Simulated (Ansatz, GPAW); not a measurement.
# Which magnetic ion is it?

A crystal has the composition Sr2MP2O8, where M is a 3d element. A calculation (PBEsol+U, spin-orbit coupling in second variation, Ansatz) gives:

- S: 1/2
- g: 2.0683, 2.0739, 2.2329
- moment in its sphere: 0.64 μB

Q: Name the magnetic ion and its oxidation state.

The crystal is Sr2CuP2O8, space group C2/m. The spin sits on Cu, with 4 O at 1.96 Å round it. With the usual charges of the other elements M must be +2. High-spin ions of that charge with S = 1/2 are d9 and d1, Cu and Sc; the sign of the g shift picks Cu²⁺ d⁹. Low-spin ions are left aside. The shift is positive: in a shell more than half full the orbital moment adds to the spin.

[Hosts, paths, dates, database ids (printed as entryN), source tags and the programs' standing remarks are cut or masked in the printed files.]
